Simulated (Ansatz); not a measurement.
# The gap of LaVO4 (P2_1/c): a ladder of methods and an error budget

Aim: a best estimate of the quasiparticle gap of LaVO4 (P2_1/c), with each correction and its cost laid out.

Calculated with Ansatz 0.2.0; density functionals, hybrids, G0W0, plane waves, PAW.

**The experiments to reproduce.**

- Gap 3.5 ± 0.2 eV: earlier reported experimental gap; powder (literature value) (quoted in “Structural phase transition and its consequences on optical behavior of LaV1-xNbxO4”, 2021, arxiv:2102.02442).

- Gap 3.4 eV: indirect optical gap from Tauc plot; diffuse reflectance, Kubelka-Munk; 300 K; powder (solid-state reaction, sintered at 1250 C) (“Structural phase transition and its consequences on optical behavior of LaV1-xNbxO4”, 2021, arxiv:2102.02442).

Report form: the programs' logs are mostly left out.

In doubt: masses and optical values from hybrid runs of this build are listed as unsure (step 11), which bears on the screening that GW takes from such a start.

### Step 1. The starting structure

It takes space group P2_1/c (No. 14, monoclinic). The conventional cell has a = 6.725 Å, b = 7.283 Å, c = 8.399 Å, α = 90.00°, β = 125.80°, γ = 90.00°. La has 9 O at 2.49 to 2.89 Å nearest. Nearest to V lie 4 O at 1.70 to 1.72 Å. Nearest to O lie 1 V at 1.72 Å and 2 La at 2.49 to 2.53 Å. Nearest to O lie 1 V at 1.70 Å and 2 La at 2.50 to 2.53 Å. O has 1 V at 1.70 Å and 2 La at 2.52 to 2.68 Å nearest. Nearest to O lie 1 V at 1.72 Å and 3 La at 2.56 to 2.89 Å. Farther neighbours and most contacts between anions are not listed.

The cell and positions come from the Crystallography Open Database and are kept as given unless a step says otherwise. Spin-orbit coupling is left out unless a step names it. The default PAW set here is soft_2. Its files were made with PBE.

### Step 2. r2SCAN bands

Levels along a band path, at the cheap level, show where the edges lie and whether the meshes to come will hold them.

This step: DFT, r2SCAN, plane waves, PAW.

File input.yaml:

```yaml
crystal:
  lattice:
    - [6.725, 0.0, 0.0]
    - [0.0, 7.2827, 0.0]
    - [-4.9123006198, 0.0, 6.8121466218]
  atoms:
    - { symbol: La, position: [0.827399, 0.157198, 0.723776] }
    - { symbol: La, position: [0.172601, 0.657198, 0.776224] }
    - { symbol: La, position: [0.172601, 0.842802, 0.276224] }
    - { symbol: La, position: [0.827399, 0.342802, 0.223776] }
    - { symbol: V, position: [0.31429, 0.16481, 0.69917] }
    - { symbol: V, position: [0.68571, 0.66481, 0.80083] }
    - { symbol: V, position: [0.68571, 0.83519, 0.30083] }
    - { symbol: V, position: [0.31429, 0.33519, 0.19917] }
    - { symbol: O, position: [0.8171, 0.4979, 0.7446] }
    - { symbol: O, position: [0.1829, 0.9979, 0.7554] }
    - { symbol: O, position: [0.1829, 0.5021, 0.2554] }
    - { symbol: O, position: [0.8171, 0.0021, 0.2446] }
    - { symbol: O, position: [0.6098, 0.2795, 0.3821] }
    - { symbol: O, position: [0.3902, 0.7795, 0.1179] }
    - { symbol: O, position: [0.3902, 0.7205, 0.6179] }
    - { symbol: O, position: [0.6098, 0.2205, 0.8821] }
    - { symbol: O, position: [0.6587, 0.895, 0.4829] }
    - { symbol: O, position: [0.3413, 0.395, 0.0171] }
    - { symbol: O, position: [0.3413, 0.105, 0.5171] }
    - { symbol: O, position: [0.6587, 0.605, 0.9829] }
    - { symbol: O, position: [0.8898, 0.8436, 0.8857] }
    - { symbol: O, position: [0.1102, 0.3436, 0.6143] }
    - { symbol: O, position: [0.1102, 0.1564, 0.1143] }
    - { symbol: O, position: [0.8898, 0.6564, 0.3857] }
kpoints:
  mp_grid: { grid: [4, 4, 4] }
  band_path:
    path:
      - [0.0, 0.0, 0.0]
      - [0.0, 0.5, 0.0]
      - [0.0, 0.5, 0.5]
      - [0.0, 0.0, 0.5]
      - [0.0, 0.0, 0.0]
      - [-0.5, 0.0, 0.5]
      - [-0.5, 0.5, 0.5]
      - [0.0, 0.5, 0.0]
      - [-0.5, 0.5, 0.0]
      - [-0.5, 0.0, 0.0]
      - [0.0, 0.0, 0.0]
    npoints: 10
hamiltonian:
  xc: r2scan
scf:
  occupations: { method: fermi_dirac, width: 0.02 }
  n_extra_bands: 12
output:
  eigenvalues: true
  forces: true
  stress: true
```

Run with:

```console
> ansatz run input.yaml --threads 24 --pin off --max-ram 82944MiB --backend cuda --events-out ev --progress --plain --runs-dir out --devices 1 --max-vram 78GiB
```

It took 8.2 s on 1 × NVIDIA GB200 (shared by 2 runs) with 24 threads of Arm Neoverse V2, shared host; peak memory 1.6 GiB; 58 s of CPU time.

Numbers from this step:

- pressure: -0.3421 GPa
- filled bands: 96
- gap: 3.913 eV
- valence top at: Y_2
- conduction bottom at: k = (-0.500, 0.350, 0.000)
- least direct gap: 3.997 eV

The gap is indirect, with the least direct gap 0.08 eV higher.

Electronic bands along the path, in eV, zero at the top of the highest nominally filled band:

```
  point  band 93  band 94  band 95  band 96  band 97  band 98  band 99  band 100
      Γ    -0.33    -0.30    -0.28    -0.16     3.96     4.08     4.11      4.14
halfway    -0.35    -0.28    -0.16    -0.15     3.99     4.05     4.12      4.12
      Z    -0.30    -0.30    -0.11    -0.11     4.04     4.04     4.08      4.08
halfway    -0.31    -0.31    -0.11    -0.11     4.01     4.01     4.09      4.09
      D    -0.38    -0.38    -0.11    -0.11     4.03     4.03     4.05      4.05
halfway    -0.45    -0.45    -0.14    -0.14     3.98     3.98     4.11      4.11
      B    -0.42    -0.42    -0.18    -0.18     3.96     3.96     4.13      4.13
halfway    -0.41    -0.29    -0.19    -0.19     3.92     4.08     4.10      4.12
      Γ    -0.33    -0.30    -0.28    -0.16     3.96     4.08     4.11      4.14
halfway    -0.41    -0.38    -0.18    -0.15     3.99     4.12     4.16      4.17
      A    -0.33    -0.33    -0.15    -0.15     4.06     4.06     4.19      4.19
halfway    -0.36    -0.36    -0.16    -0.16     4.07     4.07     4.17      4.17
      E    -0.37    -0.37    -0.15    -0.15     4.08     4.08     4.14      4.14
halfway    -0.30    -0.30    -0.15    -0.15     4.05     4.05     4.14      4.14
      Z    -0.30    -0.30    -0.11    -0.11     4.04     4.04     4.08      4.08
halfway    -0.30    -0.30    -0.16    -0.16     3.96     3.96     4.10      4.10
     C2    -0.28    -0.28    -0.21    -0.21     3.93     3.93     4.11      4.11
halfway    -0.42    -0.30    -0.22    -0.10     3.93     4.04     4.11      4.13
     Y2    -0.38    -0.35    -0.28     0.00     4.01     4.04     4.13      4.15
halfway    -0.39    -0.37    -0.26    -0.09     3.96     4.06     4.14      4.15
      Γ    -0.33    -0.30    -0.28    -0.16     3.96     4.08     4.11      4.14
```

### Step 3. LDA

Another semilocal functional, at almost no cost, to see the spread among them.

This step: DFT, LDA, plane waves, PAW.

Changes to input.yaml since step 2:

```diff
@@ -38,14 +38,13 @@
       - [0.0, 0.0, 0.5]
-      - [0.0, 0.0, 0.0]
       - [-0.5, 0.0, 0.5]
       - [-0.5, 0.5, 0.5]
-      - [0.0, 0.5, 0.0]
       - [-0.5, 0.5, 0.0]
       - [-0.5, 0.0, 0.0]
-      - [0.0, 0.0, 0.0]
-    npoints: 10
+      - [-0.5, 0.35, 0.0]
+      - [-0.5, 0.1, 0.0]
+    npoints: 1
 hamiltonian:
-  xc: r2scan
+  xc: lda
 scf:
-  occupations: { method: fermi_dirac, width: 0.02 }
+  occupations: { method: fixed }
   n_extra_bands: 12
```

It took 3.2 s on 1 × NVIDIA GB200 (shared by 2 runs) with 24 threads; peak memory 1.1 GiB; 6 s of CPU time.

This step gave:

```yaml
pressure: -6.724 GPa
gap: 3.482 eV
valence_top_at: Y_2
conduction_bottom_at: k = (-0.500, 0.350, 0.000)
least_direct_gap: 3.572 eV
```

The gap stands −0.43 eV against r2SCAN.

### Step 4. r2SCAN+SOC

The many-body steps leave out spin-orbit coupling, so its effect is taken from a two-component run, with twice the bands.

This step: DFT, r2SCAN with spin-orbit coupling, plane waves, PAW.

Changes to input.yaml since step 3:

```diff
@@ -46,6 +46,9 @@
 hamiltonian:
-  xc: lda
+  xc: r2scan
 scf:
   occupations: { method: fixed }
-  n_extra_bands: 12
+  n_extra_bands: 24
+magnetization:
+  noncollinear: true
+  spin_orbit: true
 output:
```

Wall time 8.8 s (1 × NVIDIA GB200 (shared by 2 runs) with 24 threads); peak memory 2.4 GiB; 57 s of CPU time.

This step gave:

* pressure: -0.3461 GPa
* gap: 3.913 eV
* valence top at: Y_2
* conduction bottom at: k = (-0.500, 0.350, 0.000)
* least direct gap: 3.996 eV

The gap is that of r2SCAN.

### Step 5. HSE06

The screened hybrid is the usual rung above semilocal functionals: a quarter of exact exchange, cut off beyond a few ångström.

This step: DFT, HSE06, plane waves, PAW.

Changes to input.yaml since step 4:

```diff
@@ -31,3 +31,3 @@
 kpoints:
-  mp_grid: { grid: [4, 4, 4] }
+  mp_grid: { grid: [4, 2, 2] }
   band_path:
@@ -46,12 +46,7 @@
 hamiltonian:
-  xc: r2scan
+  xc: hse06
 scf:
   occupations: { method: fixed }
-  n_extra_bands: 24
-magnetization:
-  noncollinear: true
-  spin_orbit: true
+  n_extra_bands: 12
 output:
   eigenvalues: true
-  forces: true
-  stress: true
```

It took 27 s on 1 × NVIDIA GB200 (shared by 2 runs) with 24 threads; peak memory 2.6 GiB.

Numbers from this step:

```yaml
gap: 5.123 eV
valence_top_at: Y_2
conduction_bottom_at: k = (-0.500, 0.350, 0.000)
least_direct_gap: 5.224 eV
```

The gap stands +1.21 eV against r2SCAN.

### Step 6. PBE0

PBE0 differs from HSE06 by long-range exchange, so the pair shows what that tail is worth.

This step: DFT, PBE0, plane waves, PAW.

Changes to input.yaml since step 5:

```diff
@@ -46,3 +46,3 @@
 hamiltonian:
-  xc: hse06
+  xc: pbe0
 scf:
```

It took 28 s on 1 × NVIDIA GB200 (shared by 2 runs) with 24 threads; peak memory 2.8 GiB; 4.9 min of CPU time.

This step gave:

```
gap                  : 5.896 eV
valence top at       : Y_2
conduction bottom at : k = (-0.500, 0.350, 0.000)
least direct gap     : 5.999 eV
```

The gap stands +1.98 eV against r2SCAN.

### Step 7. Dielectric tensor

ε∞ sets how strongly the crystal screens. Perturbation theory gives it with local fields and without a sum over empty bands.

This step: dielectric response by perturbation theory, r2SCAN, plane waves, PAW.

Changes to input.yaml since step 6:

```diff
@@ -31,22 +31,7 @@
 kpoints:
-  mp_grid: { grid: [4, 2, 2] }
-  band_path:
-    path:
-      - [0.0, 0.0, 0.0]
-      - [0.0, 0.5, 0.0]
-      - [0.0, 0.5, 0.5]
-      - [0.0, 0.0, 0.5]
-      - [-0.5, 0.0, 0.5]
-      - [-0.5, 0.5, 0.5]
-      - [-0.5, 0.5, 0.0]
-      - [-0.5, 0.0, 0.0]
-      - [-0.5, 0.35, 0.0]
-      - [-0.5, 0.1, 0.0]
-    npoints: 1
+  mp_grid: { grid: [4, 4, 4] }
 hamiltonian:
-  xc: pbe0
+  xc: r2scan
 scf:
   occupations: { method: fixed }
-  n_extra_bands: 12
-output:
-  eigenvalues: true
+dielectric: {}
```

It took 33 s on 1 × NVIDIA GB200 (shared by 2 runs) with 24 threads; peak memory 8.6 GiB.

One over ε∞ averages 0.24, near the quarter of exact exchange in PBE0.

High-frequency dielectric tensor:

```
4.57 0.00 0.00
0.00 4.06 0.00
0.00 0.00 4.02
```

### Step 8. G0W0, 2×2×2 mesh, 163 empty bands, screening to 36 eV

G0W0 replaces the xc potential by the self-energy, built once from these orbitals. Only a window of levels is corrected, while the sums run over the empty bands that the input names.

This step: G0W0 on r2SCAN, plane waves, PAW.

Changes to input.yaml since step 7:

```diff
@@ -31,3 +31,3 @@
 kpoints:
-  mp_grid: { grid: [4, 4, 4] }
+  mp_grid: { grid: [2, 2, 2] }
 hamiltonian:
@@ -36,2 +36,7 @@
   occupations: { method: fixed }
-dielectric: {}
+gw:
+  n_empty_bands: 163
+  ecut_chi: 36
+  qp_bands: [v4, c4]
+  qp_kpoints: band_edges
+  screening: { model: contour_deformation }
```

It took 6.2 s on 1 × NVIDIA GB200 (shared by 2 runs) with 24 threads; peak memory 2.3 GiB.

Numbers from this step:

```yaml
bands_summed: 259
rpa_eps_infinity_on_this_mesh_eigenvalues: 3.814, 3.847, 4.339
plane_waves_in_the_screening_matrix: 167
g0w0_gap_on_the_mesh: 6.362 eV
k_of_the_valence_top: -0.5, 0, 0
k_of_the_conduction_bottom: -0.5, -0.5, 0
starting_gap_on_the_mesh: 3.930 eV
least_direct_g0w0_gap_on_the_computed_points: 6.476 eV
```

The gap on the mesh goes from 3.93 eV to 6.36 eV, a correction of +2.43 eV. The program marks an edge row as in doubt. Between the two edge states, bare exchange in place of the xc potential would open the gap by 12.20 eV, and correlation takes back 9.77 eV.

### Step 9. G0W0, 2×2×2 mesh, 462 empty bands, screening to 72 eV

Bands and screening cutoff are moved together, since each hides the error of the other.

Changes to input.yaml since step 8:

```diff
@@ -37,4 +37,4 @@
 gw:
-  n_empty_bands: 163
-  ecut_chi: 36
+  n_empty_bands: 462
+  ecut_chi: 72
   qp_bands: [v4, c4]
```

Wall time 11 s (1 × NVIDIA GB200 (shared by 2 runs) with 24 threads); peak memory 3.2 GiB; 36 s of CPU time.

This step gave:

```
bands summed                                 : 558
RPA ε∞ on this mesh (eigenvalues)            : 3.811, 3.841, 4.330
plane waves in the screening matrix          : 453
G0W0 gap on the mesh                         : 5.882 eV
k of the valence top                         : -0.5, 0, 0
k of the conduction bottom                   : -0.5, -0.5, 0
starting gap on the mesh                     : 3.930 eV
least direct G0W0 gap on the computed points : 5.987 eV
```

Against the run with 2×2×2 mesh, 163 empty bands, screening to 36 eV, the gap moves by −0.48 eV.

### Step 10. G0W0, 2×2×2 mesh, 995 empty bands, screening to 120 eV

Changes to input.yaml since step 9:

```diff
@@ -37,4 +37,4 @@
 gw:
-  n_empty_bands: 462
-  ecut_chi: 72
+  n_empty_bands: 995
+  ecut_chi: 120.0
   qp_bands: [v4, c4]
```

Run time: 22 s. Hardware: 1 × NVIDIA GB200 (shared by 2 runs) with 24 threads; peak memory 5.2 GiB.

This step gave:

```yaml
bands_summed: 1091
rpa_eps_infinity_on_this_mesh_eigenvalues: 3.791, 3.822, 4.307
plane_waves_in_the_screening_matrix: 987
q_points_in_the_mesh: 8
g0w0_gap_on_the_mesh: 5.775 eV
k_of_the_valence_top: -0.5, 0, 0
k_of_the_conduction_bottom: -0.5, -0.5, 0
starting_gap_on_the_mesh: 3.930 eV
z_at_the_valence_top: 0.7470
z_at_the_conduction_bottom: 0.7460
least_direct_g0w0_gap_on_the_computed_points: 5.873 eV
```

Against the run with 2×2×2 mesh, 462 empty bands, screening to 72 eV, the gap moves by −0.11 eV.

Limits: finite bands, cutoff and mesh; f levels unsure; no spin polarisation; d states lean on the start; no spin-orbit coupling; coarse k mesh. v1 is the top filled band, c1 the lowest empty one. Levels before and after the correction, in eV, zero at the valence-band top of each column:

```
           conduction bottom  valence top
Kohn-Sham               3.93         0.00
     G0W0               5.78         0.00
```

```
                         level  occupation  energy (eV)
Kohn-Sham        (-0.5 0 0) v3           2       -0.354
Kohn-Sham        (-0.5 0 0) v2           2       -0.283
Kohn-Sham        (-0.5 0 0) v1           2        0.000
Kohn-Sham        (-0.5 0 0) c1           0        4.011
Kohn-Sham        (-0.5 0 0) c2           0        4.043
Kohn-Sham        (-0.5 0 0) c3           0        4.127
Kohn-Sham     (-0.5 -0.5 0) v3           2       -0.282
Kohn-Sham  (-0.5 -0.5 0) v2-v1           2       -0.208
Kohn-Sham  (-0.5 -0.5 0) c1-c2           0        3.930
Kohn-Sham     (-0.5 -0.5 0) c3           0        4.111
     G0W0        (-0.5 0 0) v3           2       -0.386
     G0W0        (-0.5 0 0) v2           2       -0.340
     G0W0        (-0.5 0 0) v1           2        0.000
     G0W0        (-0.5 0 0) c1           0        5.873
     G0W0        (-0.5 0 0) c2           0        5.922
     G0W0        (-0.5 0 0) c3           0        6.087
     G0W0     (-0.5 -0.5 0) v3           2       -0.298
     G0W0  (-0.5 -0.5 0) v2-v1           2       -0.251
     G0W0  (-0.5 -0.5 0) c1-c2           0        5.775
     G0W0     (-0.5 -0.5 0) c3           0        5.982
```

How the two edges are built up, in eV (the quasiparticle level is the starting level plus Σx plus Σc less Vxc):

```
       run               edge  start      Σx     Σc     Vxc     Z     QP
 259 bands        valence top   6.92  -25.69   4.56  -21.18  0.76   6.98
 259 bands  conduction bottom  10.85  -15.92  -5.21  -23.61  0.76  13.34
 558 bands        valence top   6.92  -25.69   4.51  -21.18  0.75   6.92
 558 bands  conduction bottom  10.85  -15.92  -5.74  -23.61  0.75  12.80
1091 bands        valence top   6.92  -25.69   4.29  -21.18  0.75   6.70
1091 bands  conduction bottom  10.85  -15.92  -6.07  -23.61  0.75  12.47
```

### Step 11. G0W0@HSE06, 2×2×2 mesh, 462 empty bands, screening to 72 eV

The same correction from a different start measures what one shot leaves open. Bands and cutoff differ from the step before, so it is read against an earlier run that matches them.

This step: G0W0 on HSE06, plane waves, PAW.

Changes to input.yaml since step 10:

```diff
@@ -33,3 +33,3 @@
 hamiltonian:
-  xc: r2scan
+  xc: hse06
 scf:
@@ -37,4 +37,4 @@
 gw:
-  n_empty_bands: 995
-  ecut_chi: 120.0
+  n_empty_bands: 462
+  ecut_chi: 72
   qp_bands: [v4, c4]
```

Wall time 47 s (1 × NVIDIA GB200 (shared by 2 runs) with 24 threads); peak memory 2.9 GiB.

This step gave:

```yaml
bands_summed: 558
rpa_eps_infinity_on_this_mesh_eigenvalues: 3.385, 3.401, 3.795
plane_waves_in_the_screening_matrix: 453
g0w0_gap_on_the_mesh: 6.196 eV
k_of_the_valence_top: -0.5, 0, 0
k_of_the_conduction_bottom: -0.5, -0.5, 0
starting_gap_on_the_mesh: 5.144 eV
least_direct_g0w0_gap_on_the_computed_points: 6.324 eV
```

Against the run with 2×2×2 mesh, 462 empty bands, screening to 72 eV on r2SCAN, the gap moves by +0.31 eV, while the start moved by +1.21 eV.

### Step 12. G0W0@r2SCAN, 2×2×2 mesh, 462 empty bands, screening to 72 eV, plasmon pole

A plasmon pole stands in for the full frequency dependence of the screening; this run shows what that costs in accuracy.

This step: G0W0 on r2SCAN, plane waves, PAW.

Changes to input.yaml since step 11:

```diff
@@ -33,3 +33,3 @@
 hamiltonian:
-  xc: hse06
+  xc: r2scan
 scf:
@@ -41,2 +41,2 @@
   qp_kpoints: band_edges
-  screening: { model: contour_deformation }
+  screening: { model: godby_needs }
```

The job ended after 10 s (1 × NVIDIA GB200 (shared by 2 runs) with 24 threads; peak memory 3.5 GiB).

Numbers from this step:

```
bands summed                                 : 558
plasmon-pole fit frequency                   : 28.17 eV
RPA ε∞ on this mesh (eigenvalues)            : 3.811, 3.841, 4.330
plane waves in the screening matrix          : 453
G0W0 gap on the mesh                         : 5.976 eV
k of the valence top                         : -0.5, 0, 0
k of the conduction bottom                   : -0.5, -0.5, 0
starting gap on the mesh                     : 3.930 eV
least direct G0W0 gap on the computed points : 6.098 eV
```

Against the run with 2×2×2 mesh, 462 empty bands, screening to 72 eV, the gap moves by +0.09 eV.

### Step 13. G0W0@r2SCAN, 2×2×2 mesh, 462 empty bands, screening to 72 eV, hard PAW files

Other atomic data (hard PAW) test the pseudisation: the cutoff goes from 500 to 1050 eV, with the same valence electrons.

Changes to input.yaml since step 12:

```diff
@@ -34,2 +34,3 @@
   xc: r2scan
+  pseudopotentials: { kind: paw, source: ansatz }
 scf:
@@ -41,2 +42,2 @@
   qp_kpoints: band_edges
-  screening: { model: godby_needs }
+  screening: { model: contour_deformation }
```

Run time: 17 s. Hardware: 1 × NVIDIA GB200 (shared by 2 runs) with 24 threads; peak memory 8.3 GiB; 72 s of CPU time.

This step gave:

```
bands summed                                 : 558
RPA ε∞ on this mesh (eigenvalues)            : 3.811, 3.841, 4.330
plane waves in the screening matrix          : 453
G0W0 gap on the mesh                         : 5.867 eV
k of the valence top                         : -0.5, 0, 0
k of the conduction bottom                   : -0.5, -0.5, 0
starting gap on the mesh                     : 3.926 eV
least direct G0W0 gap on the computed points : 5.974 eV
```

Against the run with 2×2×2 mesh, 462 empty bands, screening to 72 eV, the gap moves by −0.014 eV.

[end of part 1 of 2]

[Paths, hosts, dates, memory and timing lines, banners, echoed tables and standing remarks are left out of the program output.]

[Logs are printed without paths, hosts, clocks, repeated set-up lines and the standing remarks that a program may print on its own settings, such as how far it seeks lower states.]

[Runs of the session that timed out or met a known fault of the program may be left out.]

[Cells called generated may have been cut or substituted from an entry of the Crystallography Open Database or the Materials Project.]

[Hosts, paths, dates, database ids (printed as entryN), source tags and the programs' standing remarks are cut or masked in the printed files.]
